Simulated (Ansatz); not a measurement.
# Changed inputs in constrained RPA: CsNbF3 (cubic perovskite) (Pm-3m)

What does U in CsNbF3 (cubic perovskite) (Pm-3m) depend on besides the window?

Main program and level: Ansatz 0.2.0; constrained RPA on PBE, plane waves, PAW.

Report form: the programs' logs are mostly left out.

The structure was built from a prototype and need not be the compound's stable phase.

## Step 1: The starting structure

The structure is cubic, space group Pm-3m (No. 221). The conventional cell has a = 4.422 Å, b = 4.422 Å, c = 4.422 Å, α = 90.00°, β = 90.00°, γ = 90.00°. Nearest to Cs lie 12 F at 3.13 Å. Nb has 6 F at 2.21 Å nearest. Nearest to F lie 2 Nb at 2.21 Å and 4 Cs at 3.13 Å. Farther neighbours and most contacts between anions are not listed.

As a file:

```cif
data_structure
_symmetry_space_group_name_H-M 'P 1'
_symmetry_Int_Tables_number 1
_cell_length_a 4.4215
_cell_length_b 4.4215
_cell_length_c 4.4215
_cell_angle_alpha 90.000
_cell_angle_beta 90.000
_cell_angle_gamma 90.000
_cell_volume 86.44
loop_
_atom_site_label
_atom_site_type_symbol
_atom_site_fract_x
_atom_site_fract_y
_atom_site_fract_z
_atom_site_occupancy
Cs1 Cs 0.00000 0.00000 0.00000 1
Nb2 Nb 0.50000 0.50000 0.50000 1
F3 F 0.50000 0.50000 0.00000 1
F4 F 0.50000 0.00000 0.50000 1
F5 F 0.00000 0.50000 0.50000 1
```

The structure was relaxed with PBE. The structure type comes from a generator and need not be one that this composition takes. The structure was generated from a model, not taken from a measurement. The runs that relaxed it are not among those shown. The program's search for lower electronic states was switched off, so nothing shows that the state found is the lowest. Spin-orbit coupling is left out unless a step names it. The default PAW set here is soft_2. Its files were made with PBE.

## Step 2: Base: Nb t2g, bands v2 to c1, 4×4×4 mesh, medium accuracy

Constrained RPA screens the interaction with every transition except those inside the target bands, which a later many-body model would treat itself.

Contents of input.yaml:

```yaml
crystal:
  lattice:
    - [0.0, -4.42154533, 0.0]
    - [0.0, 0.0, 4.42154533]
    - [-4.42154533, 0.0, 0.0]
  atoms:
    - { symbol: Cs, position: [0.0, 0.0, 0.0] }
    - { symbol: Nb, position: [0.5, 0.5, 0.5] }
    - { symbol: F, position: [0.5, 0.5, 0.0] }
    - { symbol: F, position: [0.5, 0.0, 0.5] }
    - { symbol: F, position: [0.0, 0.5, 0.5] }
kpoints:
  mp_grid: { grid: [6, 6, 6] }
hamiltonian:
  xc: pbe
scf:
  occupations: { method: gaussian, width: 0.08 }
  n_extra_bands: 19
  max_iter: 150
  lower_state_search: "off"
output:
  crpa:
    kmesh: [4, 4, 4]
    target_bands: [v2, c1]
    projections: [{ species: Nb, l: d, shell: 4, orbitals: [dxz, dyz, dxy] }]
  local_orbitals:
    kmesh: [8, 8, 8]
    orbitals: [{ species: Nb, l: d, shell: 4, orbitals: [dxz, dyz, dxy] }]
    window: { bands: [v2, c1] }
    seedname: lo
```

Started as:

```sh
$ ansatz run input.yaml --threads 4 --pin off --max-ram 9216MiB --backend cpu --events-out ev --progress --plain --runs-dir out
```

The job ended after 40 s (4 threads of Arm Neoverse V1, shared host; peak memory 0.62 GiB; 2.5 min of CPU time).

This step gave:

```
U                                                 : 4.519 eV
U prime (inter-orbital)                           : 3.819 eV
J                                                 : 0.3391 eV
bare V                                            : 12.12 eV
bare J                                            : 0.4833 eV
stated bound on U                                 : 0.01131 eV
U over bare V                                     : 0.3729
electrons in the window                           : 3.000
head of the constrained inverse dielectric matrix : 0.3210
least eigenvalue of the projection's overlap      : 0.8124
target functions                                  : 3
bands in the sums                                 : 46
r.m.s. miss of the model bands                    : 3.27e-4 eV
width of the target bands                         : 1.612 eV
weight of the projected orbitals in the window    : 0.8948
```

On the Nb t2g shell, screening brings the on-site interaction from 12.1 eV down to U = 4.52 eV.

## Step 3: Changed: 2×2×2 mesh

input.yaml, the sections that differ from step 2:

```yaml
output:
  crpa:
    kmesh: [2, 2, 2]
    target_bands: [v2, c1]
    projections: [{ species: Nb, l: d, shell: 4, orbitals: [dxz, dyz, dxy] }]
# crystal, kpoints, hamiltonian, scf: as in step 2
```

It took 6 s on 4 threads; peak memory 0.53 GiB; 21 s of CPU time.

Numbers from this step:

| Property | Result |
| --- | --- |
| U | 4.828 eV |
| U prime (inter-orbital) | 4.106 eV |
| J | 0.3420 eV |
| bare V | 12.43 eV |
| bare J | 0.4909 eV |
| stated bound on U | 0.01101 eV |
| U over bare V | 0.3883 |
| electrons in the window | 3.000 |
| head of the constrained inverse dielectric matrix | 0.3103 |
| least eigenvalue of the projection's overlap | 0.8124 |
| target functions | 3 |
| bands in the sums | 46 |
| width of the target bands | 1.612 eV |
| weight of the projected orbitals in the window | 0.8948 |

On the Nb t2g shell, screening brings the on-site interaction from 12.4 eV down to U = 4.83 eV.

## Step 4: Changed: 6×6×6 mesh

input.yaml: that of step 3 with these lines changed.

```diff
@@ -22,3 +22,3 @@
   crpa:
-    kmesh: [2, 2, 2]
+    kmesh: [6, 6, 6]
     target_bands: [v2, c1]
```

Run time: 3.4 min. Hardware: 4 threads; peak memory 0.89 GiB; 13 min of CPU time.

Numbers from this step:

| Property | Result |
| --- | --- |
| U | 4.529 eV |
| U prime (inter-orbital) | 3.831 eV |
| J | 0.3389 eV |
| bare V | 12.09 eV |
| bare J | 0.4827 eV |
| stated bound on U | 0.01235 eV |
| U over bare V | 0.3746 |
| electrons in the window | 3.000 |
| head of the constrained inverse dielectric matrix | 0.3249 |
| least eigenvalue of the projection's overlap | 0.8109 |
| target functions | 3 |
| bands in the sums | 46 |
| width of the target bands | 1.612 eV |
| weight of the projected orbitals in the window | 0.8948 |

On the Nb t2g shell, screening brings the on-site interaction from 12.1 eV down to U = 4.53 eV.

## Step 5: Changed: smooth pair densities

input.yaml: that of step 4 with these lines changed.

```diff
@@ -22,4 +22,5 @@
   crpa:
-    kmesh: [6, 6, 6]
+    kmesh: [4, 4, 4]
     target_bands: [v2, c1]
     projections: [{ species: Nb, l: d, shell: 4, orbitals: [dxz, dyz, dxy] }]
+    pair_densities: pseudo
```

Elapsed: 33 s, on 4 threads; peak memory 0.54 GiB.

This step gave:

```
U                                                 : 4.527 eV
U prime (inter-orbital)                           : 3.821 eV
J                                                 : 0.3424 eV
bare V                                            : 12.12 eV
bare J                                            : 0.4833 eV
stated bound on U                                 : 0.01135 eV
U over bare V                                     : 0.3736
electrons in the window                           : 3.000
head of the constrained inverse dielectric matrix : 0.3213
least eigenvalue of the projection's overlap      : 0.8124
target functions                                  : 3
bands in the sums                                 : 46
width of the target bands                         : 1.612 eV
weight of the projected orbitals in the window    : 0.8948
```

On the Nb t2g shell, screening brings the on-site interaction from 12.1 eV down to U = 4.53 eV.

## Step 6: Changed: sums over states on smooth products

input.yaml: that of step 5 with these lines changed.

```diff
@@ -25,2 +25,5 @@
     projections: [{ species: Nb, l: d, shell: 4, orbitals: [dxz, dyz, dxy] }]
+    accuracy: sum_over_states
     pair_densities: pseudo
+    n_empty_bands: 44
+    ecut_chi: 136
```

The job ended after 5.9 s (4 threads; peak memory 0.47 GiB).

This variant gives U = 4.70 eV against 4.52 eV. It is a finite sum over empty states with no bound on its error and stays out of the table below.

## Step 7: Changed: spin-orbit coupling, which the program doesn't serve

This step: constrained RPA on PBE with spin-orbit coupling, plane waves, PAW.

input.yaml: that of step 6 with these lines changed.

```diff
@@ -20,2 +20,5 @@
   lower_state_search: "off"
+magnetization:
+  noncollinear: true
+  spin_orbit: true
 output:
@@ -25,5 +28 @@
     projections: [{ species: Nb, l: d, shell: 4, orbitals: [dxz, dyz, dxy] }]
-    accuracy: sum_over_states
-    pair_densities: pseudo
-    n_empty_bands: 44
-    ecut_chi: 136
```

The job ended after 0.03 s (4 threads; peak memory 0.032 GiB).

The input was rejected at the start.

The program's message: “Error: output.crpa with magnetization.noncollinear: true — the cRPA pipeline runs scalar-band solve channels only (unpolarised or collinear) — spinor oscillator elements are not implemented; use a col …”

The fault put into this input: spin-orbit coupling, which the program doesn't serve.

## Step 8: Changed: potentials

This step: constrained RPA on PBE, plane waves, norm-conserving pseudopotentials.

input.yaml: that of step 7 with these lines changed.

```diff
@@ -15,2 +15,3 @@
   xc: pbe
+  pseudopotentials: { kind: nc }
 scf:
@@ -20,5 +21,2 @@
   lower_state_search: "off"
-magnetization:
-  noncollinear: true
-  spin_orbit: true
 output:
```

Elapsed: 3.3 min, on 4 threads; peak memory 1.5 GiB.

Numbers from this step:

- U: 4.513 eV
- U prime (inter-orbital): 3.814 eV
- J: 0.3383 eV
- bare V: 12.11 eV
- bare J: 0.4834 eV
- stated bound on U: 0.01139 eV
- U over bare V: 0.3725
- electrons in the window: 3.000
- head of the constrained inverse dielectric matrix: 0.3206
- least eigenvalue of the projection's overlap: 0.8152
- target functions: 3
- bands in the sums: 46
- width of the target bands: 1.615 eV
- weight of the projected orbitals in the window: 0.8953

On the Nb t2g shell, screening brings the on-site interaction from 12.1 eV down to U = 4.51 eV.

## Step 9: Changed: potentials

This step: constrained RPA on PBE, plane waves, PAW.

input.yaml: that of step 8 with these lines changed.

```diff
@@ -15,3 +15,3 @@
   xc: pbe
-  pseudopotentials: { kind: nc }
+  pseudopotentials: { kind: paw, source: ansatz }
 scf:
```

Run time: 3.3 min. Hardware: 4 threads; peak memory 1.4 GiB; 13 min of CPU time.

This step gave:

```yaml
u: 4.516 eV
u_prime_inter_orbital: 3.818 eV
j: 0.3388 eV
bare_v: 12.12 eV
bare_j: 0.4836 eV
stated_bound_on_u: 0.005390 eV
u_over_bare_v: 0.3728
electrons_in_the_window: 3.000
head_of_the_constrained_inverse_dielectric_matrix: 0.3206
least_eigenvalue_of_the_projection_s_overlap: 0.8149
target_functions: 3
bands_in_the_sums: 46
width_of_the_target_bands: 1.614 eV
weight_of_the_projected_orbitals_in_the_window: 0.8954
```

On the Nb t2g shell, screening brings the on-site interaction from 12.1 eV down to U = 4.52 eV.

## Step 10: Side by side

Times are wall times on 4 threads of Arm Neoverse V1, shared host, good to a factor of about two.

```tsv
run	bare V (eV)	U (eV)	J (eV)	bound on U (eV)	width (eV)	time
target window	12.12	4.519	0.339	0.0113	1.61	40 s
2×2×2 mesh	12.43	4.828	0.342	0.0110	1.61	6 s
6×6×6 mesh	12.09	4.529	0.339	0.0123	1.61	3.4 min
smooth pair densities	12.12	4.527	0.342	0.0114	1.61	33 s
potentials	12.11	4.513	0.338	0.0114	1.61	3.3 min
potentials	12.12	4.516	0.339	0.0054	1.61	3.3 min
```

## Step 11: Outcome

- target window: U 4.52 eV, J 0.34 eV
- 2×2×2 mesh: U 4.83 eV, J 0.34 eV
- 6×6×6 mesh: U 4.53 eV, J 0.34 eV
- smooth pair densities: U 4.53 eV, J 0.34 eV
- potentials: U 4.51 eV, J 0.34 eV
- potentials: U 4.52 eV, J 0.34 eV

What this shows: 2×2×2 mesh moves U by +0.31 eV at 0.15 times the time. 6×6×6 mesh moves U by +0.01 eV (within the solver's bounds, for the mean over orbitals) at 5.0 times the time. Smooth pair densities moves U by +0.01 eV (within the solver's bounds, for the mean over orbitals). Potentials moves U by −0.01 eV (within the solver's bounds, for the mean over orbitals) at 4.9 times the time. Potentials moves U by −0.002 eV (within the solver's bounds, for the mean over orbitals) at 4.9 times the time. The printed bound covers the solver alone, not the mesh. The parent state is non-magnetic and the interaction static (zero frequency); U depends on the window and the orbitals, so it belongs to this model alone.

[Paths, hosts, dates, memory and timing lines, banners, echoed tables and standing remarks are left out of the program output.]

[Logs are printed without paths, hosts, clocks, repeated set-up lines and the standing remarks that a program may print on its own settings, such as how far it seeks lower states.]

[Runs of the session that timed out or met a known fault of the program may be left out.]

[Hosts, paths, dates, database ids (printed as entryN), source tags and the programs' standing remarks are cut or masked in the printed files.]
